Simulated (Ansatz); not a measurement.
# Bismuthene bilayer (AA) in a perpendicular field

Aim: how the bismuthene bilayer (AA) screens a field along its normal, and what the field does to its bands. A positive field points along +c.

Program: Ansatz 0.2.0. Level of theory: plane-wave DFT, PBE-D3(BJ), Ansatz PAW, in the first sound run; inputs show where later runs differ. Values are calculated unless marked as measured.

The raw output is cut from this account; settings, times and results stay.

## Step 1: The structure

The cell holds 4 atoms: 4 Bi. Its edges and angles: a = 4.340 Å, b = 4.340 Å, c = 24.480 Å, α = 90.0°, β = 90.0°, γ = 120.0°. Regions: layer 1: bismuthene, 2 atoms (2 Bi); layer 2: bismuthene, 2 atoms (2 Bi). Vacuum lies along c.

## Step 2: Relaxation

The starting cell is a guess, so the in-plane lattice and the atoms are relaxed first, with the slab cut off from its images along the normal. The program lengthens the vector along the normal by itself, so c and the volume that it reports differ from the typed ones.

File input.yaml:

```yaml
crystal:
  lattice:
    - [4.34, 0.0, 0.0]
    - [-2.17, 3.7585502524, 0.0]
    - [0.0, 0.0, 24.48]
  atoms:
    - { symbol: Bi, position: [0.6666666667, 0.3333333333, 0.3676470588] }
    - { symbol: Bi, position: [0.3333333333, 0.6666666667, 0.4387254902] }
    - { symbol: Bi, position: [0.6666666667, 0.3333333333, 0.5612745098] }
    - { symbol: Bi, position: [0.3333333333, 0.6666666667, 0.6323529412] }
  periodic: [true, true, false]
kpoints:
  mp_grid: { grid: [12, 12, 1] }
hamiltonian:
  xc: pbe
  dispersion: d3bj
scf:
  occupations: { method: fermi_dirac, width: 0.05 }
  convergence: { dr2_threshold: 1.0e-09 }
relax:
  f_tol: 0.004
  max_steps: 90
  cell: {}
output:
  write_potential: true
  write_density: true
  volumetric_format: npy
```

Run with:

```console
ansatz run input.yaml --threads 4 --pin off --max-ram 6144MiB --backend cpu --events-out ev --progress --plain --runs-dir out
```

Run time: 41 s. Hardware: 4 threads of Arm Neoverse V2, shared host; peak memory 1.1 GiB; 2.6 min of CPU time.

The steps of the relaxation:

| step | energy less that of the first step (eV) | largest force component (eV/Å) | volume (Å³) |
| --- | --- | --- | --- |
| 1 | 0.0000 | 0.0949 | 599.63 |
| 2 | -0.0034 | 0.1313 | 592.12 |
| 3 | -0.0090 | 0.0372 | 589.63 |
| 4 | -0.0093 | 0.0100 | 588.98 |
| 5 | -0.0093 | 0.0031 | 588.28 |
| 6* | -0.0088 | 0.0030 | 588.28 |

Relaxation steps marked * repeat the geometry before them on a plane-wave basis chosen anew for their cell, so energy and pressure can jump there.

Forces are held to the 12 operations that the program found; a distortion that breaks them can't arise in this run.

| cell as run | before | after | change |
| --- | --- | --- | --- |
| a (Å) | 4.340 | 4.299 | -1.0 % |
| b (Å) | 4.340 | 4.299 | -1.0 % |

The atoms that moved most (Å, along periodic axes as changes of fractional coordinates times the final cell, across vacuum about the mean position):

| atom | dx | dy | dz | length |
| --- | --- | --- | --- | --- |
| Bi2 | 0.000 | 0.000 | 0.033 | 0.033 |
| Bi3 | 0.000 | 0.000 | -0.033 | 0.033 |
| Bi4 | 0.000 | 0.000 | -0.026 | 0.026 |
| Bi1 | 0.000 | 0.000 | 0.026 | 0.026 |

Final coordinates:

```cif
data_structure
_symmetry_space_group_name_H-M 'P 1'
_symmetry_Int_Tables_number 1
_cell_length_a 4.2987
_cell_length_b 4.2987
_cell_length_c 36.7600
_cell_angle_alpha 90.000
_cell_angle_beta 90.000
_cell_angle_gamma 120.000
_cell_volume 588.28
loop_
_atom_site_label
_atom_site_type_symbol
_atom_site_fract_x
_atom_site_fract_y
_atom_site_fract_z
_atom_site_occupancy
Bi1 Bi 0.66667 0.33333 0.24553 1
Bi2 Bi 0.33333 0.66667 0.29305 1
Bi3 Bi 0.66667 0.33333 0.37289 1
Bi4 Bi 0.33333 0.66667 0.42042 1
```

Read from the output:

| Property | Result |
| --- | --- |
| energy at zero smearing | -49587.0820 eV |

The lattice constant a goes from 4.340 to 4.299 Å.

## Step 3: Single point, field 0

A sawtooth potential applies the field, turning back in the middle of the vacuum. With the dipole correction the typed value is the field outside the slab. The induced dipole is small, so the SCF threshold is tight.

The cell differs from the one that the last finished run ended in (c 36.760 → 24.429 Å).

File input.yaml:

```yaml
crystal:
  lattice:
    - [4.298735057, 0.0, 0.0]
    - [-2.1493675285, 3.7228137635, 0.0]
    - [0.0, 0.0, 24.4289530447]
  atoms:
    - { symbol: Bi, position: [0.6666666667, 0.3333333333, 0.3684152974] }
    - { symbol: Bi, position: [0.3333333333, 0.6666666667, 0.4399336859] }
    - { symbol: Bi, position: [0.6666666667, 0.3333333333, 0.5600663141] }
    - { symbol: Bi, position: [0.3333333333, 0.6666666667, 0.6315847026] }
kpoints:
  mp_grid: { grid: [12, 12, 1] }
  band_path:
    path: [[0, 0, 0], [0.5, 0, 0], [0.33333333, 0.33333333, 0], [0, 0, 0]]
    npoints: 16
hamiltonian:
  xc: pbe
  dispersion: d3bj
scf:
  occupations: { method: fermi_dirac, width: 0.05 }
  convergence: { dr2_threshold: 1.0e-10 }
efield:
  axis: 3
  dipole_correction: true
  ramp_position: 0.97
  ramp_width: 0.06
  amplitude: 0
output:
  dos: { projected: true, e_range: [-6, 5] }
  bader: true
  write_potential: true
  write_density: true
  volumetric_format: npy
  elf: true
```

Run time: 19 s. Hardware: 4 threads; peak memory 0.86 GiB.

This step gave:

| Item | Value |
| --- | --- |
| energy at zero smearing | -49587.0839 eV |
| dipole along the normal | -1.25e-6 e·Å |
| gap along the path | 0.2510 eV |
| smallest direct gap along the path | 0.2510 eV |
| ionisation energy, upper face | 4.016 eV |
| electron affinity, upper face | 3.765 eV |
| gap, the smaller of path and mesh | 0.2510 eV |

Running mean over a fixed 2.6 Å (it still follows the layers) of the planar mean; the ramp of the sawtooth is left out. Table of electron's electrostatic potential energy less the Fermi level by z:

z (Å), electron's electrostatic potential energy less the Fermi level (eV) and a bar from the least value:
```
      3.0       3.87 ##############################
      3.5       3.87 ##############################
      4.0       3.87 ##############################
      4.5       3.87 ##############################
      5.0       3.86 ##############################
      5.5       3.84 ##############################
      6.0       3.78 ##############################
      6.5       3.58 #############################
      7.0       2.87 ############################
      7.5       0.83 #######################
      8.0      -2.02 ################
      8.5      -4.07 ###########
      9.0      -5.70 #######
      9.5      -7.87 ##
     10.0      -8.55 
     10.5      -6.81 ####
     11.0      -4.95 #########
     11.5      -3.77 ############
     12.0      -2.66 ##############
     12.5      -2.75 ##############
     13.0      -3.95 ###########
     13.5      -5.16 ########
     14.0      -7.12 ####
     14.5      -8.64 
     15.0      -7.57 ###
     15.5      -5.42 ########
     16.0      -3.85 ###########
     16.5      -1.63 #################
     17.0       1.21 ########################
     17.5       3.04 ############################
     18.0       3.63 #############################
     18.5       3.80 ##############################
     19.0       3.85 ##############################
     19.5       3.86 ##############################
     20.0       3.87 ##############################
     20.5       3.87 ##############################
     21.0       3.87 ##############################
```

The density of states has structure finer than the step of the table below, so its rows give means over 0.25 eV. Peaks (eV: height): -3.710: 5.80, -3.490: 6.11, -2.060: 8.09, -1.530: 9.67, -1.200: 7.75, 1.550: 6.18, 1.860: 6.37.

The density of states by energy, zero at the Fermi level of the run, which the smearing sets inside the gap; means over each step:

| energy (eV) | density of states (states/eV a cell) |
| --- | --- |
| -4.25 | 0 |
| -4.00 | 0.788 |
| -3.75 | 3.19 |
| -3.50 | 3.37 |
| -3.25 | 2.86 |
| -3.00 | 2.93 |
| -2.75 | 3.00 |
| -2.50 | 3.95 |
| -2.25 | 2.73 |
| -2.00 | 5.23 |
| -1.75 | 3.10 |
| -1.50 | 5.73 |
| -1.25 | 5.02 |
| -1.00 | 2.13 |
| -0.75 | 1.33 |
| -0.50 | 1.10 |
| -0.25 | 1.21 |
| 0.00 | 2.1e-4 |
| 0.25 | 0.526 |
| 0.50 | 1.79 |
| 0.75 | 2.45 |
| 1.00 | 3.07 |
| 1.25 | 2.19 |
| 1.50 | 4.61 |
| 1.75 | 3.96 |

Projected DOS per atom over height of the atomic layer and energy from the Fermi level. Layers: Bi Bi Bi Bi from below.

Ten even steps from '_' (0.00 states/eV) to '@' (1.56 states/eV), each cell a mean:
```
##****##
********
--------
==----==
::....::
________
........
::::::::
**====**
@@####@@
++++++++
********
********
========
==++++==
==****==
........
________
________
________
________
________
```
Columns: height of the atomic layer (Å) from 9 to 15.4 (not evenly spaced); rows upwards: energy from the Fermi level (eV) from -5.96 to 1.96.

Electronic bands along the path, in eV, zero at the Fermi level of the run, which the smearing sets inside the gap:

| point | band 27 | band 28 | band 29 | band 30 | band 31 | band 32 | band 33 | band 34 |
| --- | --- | --- | --- | --- | --- | --- | --- | --- |
| Γ | -0.46 | -0.46 | -0.15 | -0.15 | 0.10 | 1.88 | 2.13 | 2.13 |
| halfway | -1.39 | -1.35 | -1.07 | -1.00 | 0.31 | 1.50 | 2.10 | 2.38 |
| M | -2.60 | -1.98 | -1.57 | -1.57 | 0.80 | 0.81 | 1.89 | 2.27 |
| halfway | -2.73 | -2.50 | -2.11 | -1.57 | 0.94 | 1.48 | 1.71 | 2.43 |
| K | -3.04 | -3.04 | -1.83 | -1.83 | 0.27 | 1.67 | 2.09 | 2.09 |
| halfway | -2.30 | -2.00 | -1.19 | -0.99 | 1.24 | 1.62 | 1.64 | 2.71 |
| Γ | -0.46 | -0.46 | -0.15 | -0.15 | 0.10 | 1.88 | 2.13 | 2.13 |

Valence density in the ca plane at fractional y = 0.333, with atoms of Bi within 0.2 Å of it. It is the smooth field of the valence electrons, not physical close to the nuclei.

Ten steps, logarithmic in the rise over the least value, from '0' (0.0 e/Å³) to '9' (7.3 e/Å³), each cell a mean:
```
00000000012344332221111234433221110000000000
00000000123577642211112357754221100000000000
00000000135899853211113589985321000000000000
00000000135899963210113689986321000000000000
00000000124799853211113579985321000000000000
00000000123566542211112356653221100000000000
00000000012333332221111233333222110000000000
00000000001112222222111111222222210000000000
00000000000011122332110001112233211000000000
00000000000011122332110011122233211000000000
00000000001122222222111112222222210000000000
```
Columns run along c (16.0 Å, from fractional 0.18 to 0.84 of the cell), rows up along a (4.3 Å). Atoms in or near the plane, at fractional coordinates: Bi at (0.37, 0.67), Bi at (0.56, 0.67).

Electrostatic potential energy in the ca plane at fractional y = 0.333, with atoms of Bi within 0.2 Å of it. With pseudopotentials it is smooth inside the atoms' cores, unlike the true potential.

Ten even steps from '0' (-74 eV) to '9' (5 eV), each cell a mean:
```
99999999999888899999999988889999999999999999
99999999998644689999999864468999999999999999
99999999997200168999999720016899999999999999
99999999996100058999999610005899999999999999
99999999997300269999999730027999999999999999
99999999998755689999999875568999999999999999
99999999999988999999999998899999999999999999
99999999999999999999999999999999999999999999
99999999999999999889999999999988999999999999
99999999999999999889999999999989999999999999
99999999999999999999999999999999999999999999
```
Columns run along c (16.0 Å, from fractional 0.18 to 0.84 of the cell; values clipped at the 3rd and 97th percentile), rows up along a (4.3 Å). Atoms in or near the plane, at fractional coordinates: Bi at (0.37, 0.67), Bi at (0.56, 0.67).

ELF in the ca plane at fractional y = 0.333, with atoms of Bi within 0.2 Å of it. It is the smooth field of the valence electrons, not physical close to the nuclei.

Ten even steps from '0' (0.00) to '9' (0.68), each cell a mean:
```
00000124678766666543213666666655432100000000
00001247998765555431126776555543210000000000
00001368997521455421147752145442100000000000
00001369987312254321157731235432100000000000
00001368997522455421147752245542100000000000
00001247898765556532126776555553211000000000
00000024677766666554213566666655543210000000
00000001134445565566421234556556665421000000
00000000000123455566631011345556777532000000
00000000001123455566631012345556777531000000
00000001234555566565421245566656665421000000
```
Columns run along c (16.0 Å, from fractional 0.18 to 0.84 of the cell), rows up along a (4.3 Å). Atoms in or near the plane, at fractional coordinates: Bi at (0.37, 0.67), Bi at (0.56, 0.67).

The gap is 0.25 eV, with the valence edge 4.02 eV and the conduction edge 3.77 eV under the upper vacuum level. Spin-orbit coupling, left out in this run, matters for the bands of elements this heavy.

## Step 4: Single point, field 0.05 V/Å

input.yaml, as its differences from that of step 3:

```diff
@@ -26,6 +26,4 @@
   ramp_width: 0.06
-  amplitude: 0
+  amplitude: 0.05
 output:
-  dos: { projected: true, e_range: [-6, 5] }
-  bader: true
   write_potential: true
@@ -33,2 +31 @@
   volumetric_format: npy
-  elf: true
```

Run time: 15 s. Hardware: 4 threads; peak memory 0.78 GiB; 56 s of CPU time.

The dipole is 0.0412 e·Å, and the gap 0.251 eV.

## Step 5: Atoms held, field -0.05 V/Å

input.yaml, as its differences from that of step 4:

```diff
@@ -26,3 +26,3 @@
   ramp_width: 0.06
-  amplitude: 0.05
+  amplitude: -0.05
 output:
```

The job ended after 15 s (4 threads; peak memory 0.78 GiB; 58 s of CPU time).

The dipole is -0.0412 e·Å, and the gap 0.251 eV.

## Step 6: Atoms held, field 0.1 V/Å

input.yaml, as its differences from that of step 5:

```diff
@@ -26,3 +26,3 @@
   ramp_width: 0.06
-  amplitude: -0.05
+  amplitude: 0.1
 output:
```

It took 15 s on 4 threads; peak memory 0.78 GiB.

The dipole is 0.0823 e·Å, and the gap 0.251 eV.

## Step 7: Single point, field 0.2 V/Å

input.yaml, as its differences from that of step 6:

```diff
@@ -26,3 +26,3 @@
   ramp_width: 0.06
-  amplitude: 0.1
+  amplitude: 0.2
 output:
```

The job ended after 14 s (4 threads; peak memory 0.78 GiB; 56 s of CPU time).

The dipole is 0.165 e·Å, and the gap 0.252 eV.

## Step 8: Single point, field 0.3 V/Å

input.yaml, as its differences from that of step 7:

```diff
@@ -26,4 +26,6 @@
   ramp_width: 0.06
-  amplitude: 0.2
+  amplitude: 0.3
 output:
+  dos: { projected: true, e_range: [-6, 5] }
+  bader: true
   write_potential: true
@@ -31 +33,2 @@
   volumetric_format: npy
+  elf: true
```

Elapsed: 21 s, on 4 threads; peak memory 0.85 GiB.

The dipole is 0.247 e·Å, and the gap 0.252 eV.

## Step 9: Response, atoms held

This step: plane-wave DFT, PBE-D3(BJ), Ansatz PAW; response to a field along the normal, atoms held (Ansatz 0.2.0).

The dipoles give the slope, and the difference of two potentials shows where the field is screened.

This step gave:

```yaml
equivalent_conductor_thickness_p_eps_0ae: 9.308 Å
distance_between_the_outer_atoms: 6.429 Å
```

Table of dipole of the cell by applied field:

| applied field (V/Å) | dipole of the cell (e·Å) |
| --- | --- |
| -0.050 | -0.0412 |
| 0.000 | -1.2e-6 |
| 0.050 | 0.0412 |
| 0.100 | 0.0823 |
| 0.200 | 0.165 |
| 0.300 | 0.247 |

Local field over the applied field, running mean. From the potentials at -0.05 and 0.05 V/Å; running mean over 2.5 Å. Local field over applied field against z:

z (Å), local field over applied field and a bar from the least value:
```
      4.5      0.993 ##############################
      5.0      0.983 ##############################
      5.5      0.960 #############################
      6.0      0.912 ############################
      6.5      0.821 #########################
      7.0      0.679 #####################
      7.5      0.508 ################
      8.0      0.334 ##########
      8.5      0.178 ######
      9.0      0.061 ##
      9.5      0.001 
     10.0     -0.012 
     10.5      0.003 
     11.0      0.038 #
     11.5      0.076 ###
     12.0      0.100 ###
     12.5      0.098 ###
     13.0      0.071 ##
     13.5      0.032 #
     14.0      0.000 
     14.5     -0.013 
     15.0      0.006 #
     15.5      0.074 ###
     16.0      0.198 ######
     16.5      0.358 ###########
     17.0      0.533 ################
     17.5      0.702 #####################
     18.0      0.837 #########################
     18.5      0.921 ############################
     19.0      0.965 #############################
     19.5      0.985 ##############################
     20.0      0.994 ##############################
```

Electrons, planar mean, per unit field. Induced electron density against z:

| z (Å) | induced electron density (e/Å³ per V/Å) |
| --- | --- |
| 5 | 8.5e-5 |
| 6 | 4.5e-4 |
| 7 | 0.00191 |
| 8 | 0.00279 |
| 9 | 6.3e-4 |
| 10 | 1.7e-4 |
| 11 | -7.7e-4 |
| 12 | -4.0e-4 |
| 13 | 7.1e-4 |
| 14 | 4.4e-4 |
| 15 | -2.8e-4 |
| 16 | -0.00124 |
| 17 | -0.00287 |
| 18 | -8.8e-4 |
| 19 | -1.8e-4 |
| 20 | -3.0e-5 |

The smaller of the gaps on the path and on the k-mesh, counted as 0 under 0.03 eV. The gap by applied field:

| applied field (V/Å) | gap (eV) |
| --- | --- |
| -0.050 | 0.251 |
| 0.000 | 0.251 |
| 0.050 | 0.251 |
| 0.100 | 0.251 |
| 0.200 | 0.252 |
| 0.300 | 0.252 |

By hand: between -0.05 and 0.05 V/Å the dipole changes by 0.08232 e·Å, a slope of 0.8232 e·Å²/V. A perfect conductor of thickness t has p = ε₀AEt, so t = 180.95 × 0.8232 / 16.003 = 9.31 Å (e/ε₀ = 180.95 V·Å, A in Å²).

The induced dipole is that of a conductor 9.31 Å thick.

## Step 10: Same geometry, cutoff 420 eV, functional LDA

This step: plane-wave DFT, LDA, Ansatz PAW (Ansatz 0.2.0).

The geometry is kept and the functional is LDA; other changes against the main runs: SCF threshold 1.0e-10 → 1.0e-09 eV, k-mesh 12×12×1 → 6×6×1 and no dispersion term, which doesn't act on the electrons.

File input.yaml:

```yaml
crystal:
  lattice:
    - [4.298735057, 0.0, 0.0]
    - [-2.1493675285, 3.7228137635, 0.0]
    - [0.0, 0.0, 24.4289530447]
  atoms:
    - { symbol: Bi, position: [0.6666666667, 0.3333333333, 0.3684152974] }
    - { symbol: Bi, position: [0.3333333333, 0.6666666667, 0.4399336859] }
    - { symbol: Bi, position: [0.6666666667, 0.3333333333, 0.5600663141] }
    - { symbol: Bi, position: [0.3333333333, 0.6666666667, 0.6315847026] }
kpoints:
  mp_grid: { grid: [6, 6, 1] }
hamiltonian:
  xc: lda
scf:
  occupations: { method: fermi_dirac, width: 0.05 }
  convergence: { dr2_threshold: 1.0e-09 }
efield:
  axis: 3
  dipole_correction: true
  ramp_position: 0.97
  ramp_width: 0.06
  amplitude: 0.1
output:
  write_potential: true
  write_density: true
  volumetric_format: npy
```

It took 3.2 s on 4 threads; peak memory 0.6 GiB; 12 s of CPU time.

This step gave:

```yaml
energy_at_zero_smearing: -48342.6024 eV
dipole_along_the_normal: 0.08239 e·Å
```

The dipole is 0.0824 e·Å.

## Step 11: Same geometry, cutoff 420 eV, functional LDA (run 2)

The same run in the opposite field.

input.yaml, as its differences from that of step 10:

```diff
@@ -22,3 +22,3 @@
   ramp_width: 0.06
-  amplitude: 0.1
+  amplitude: -0.1
 output:
```

It took 3.1 s on 4 threads; peak memory 0.6 GiB; 11 s of CPU time.

The dipole is -0.0824 e·Å.

## Step 12: Response at this level

This step: plane-wave DFT, LDA, Ansatz PAW; response to a field along the normal, atoms held (Ansatz 0.2.0).

The two signs of the field give the slope at this level.

This step gave:

```
equivalent conductor thickness p/(ε₀AE) : 9.316 Å
```

The induced dipole is that of a conductor 9.32 Å thick.

## Step 13: Same geometry, cutoff 420 eV, functional PBE

This step: plane-wave DFT, PBE, Ansatz PAW (Ansatz 0.2.0).

The geometry is kept and the functional is PBE; other changes against the main runs: SCF threshold 1.0e-10 → 1.0e-09 eV, k-mesh 12×12×1 → 6×6×1 and no dispersion term, which doesn't act on the electrons.

input.yaml, as its differences from that of step 11:

```diff
@@ -13,3 +13,3 @@
 hamiltonian:
-  xc: lda
+  xc: pbe
 scf:
@@ -22,3 +22,3 @@
   ramp_width: 0.06
-  amplitude: -0.1
+  amplitude: 0.1
 output:
```

The job ended after 3.1 s (4 threads; peak memory 0.62 GiB; 12 s of CPU time).

The dipole is 0.0827 e·Å.

## Step 14: Same geometry, cutoff 420 eV, functional PBE (run 2)

input.yaml, as its differences from that of step 13:

```diff
@@ -22,3 +22,3 @@
   ramp_width: 0.06
-  amplitude: 0.1
+  amplitude: -0.1
 output:
```

Elapsed: 3.1 s, on 4 threads; peak memory 0.62 GiB.

The dipole is -0.0827 e·Å.

## Step 15: Response at this level

This step: plane-wave DFT, PBE, Ansatz PAW; response to a field along the normal, atoms held (Ansatz 0.2.0).

The induced dipole is that of a conductor 9.35 Å thick.

(Continued in part 2 of 2.)

[Long decimals in the printed logs are rounded to 6 places.]

[Logs are printed without paths, hosts, clocks, repeated set-up lines and the standing remarks that a program may print on its own settings, such as how far it seeks lower states.]

[Hosts, paths, dates, database ids (printed as entryN), source tags and the programs' standing remarks are cut or masked in the printed files.]

[Maps of the electrostatic potential energy from Ansatz leave out the sawtooth potential of an applied field or a dipole correction, so their vacuum need not be flat; planar profiles and work functions include it.]

[The density of states shown here was stored with 400 of the rows of the run's finer table, so its peaks can read low, often by over a quarter, or be missed, and its means over a window can be off by a tenth or more.]
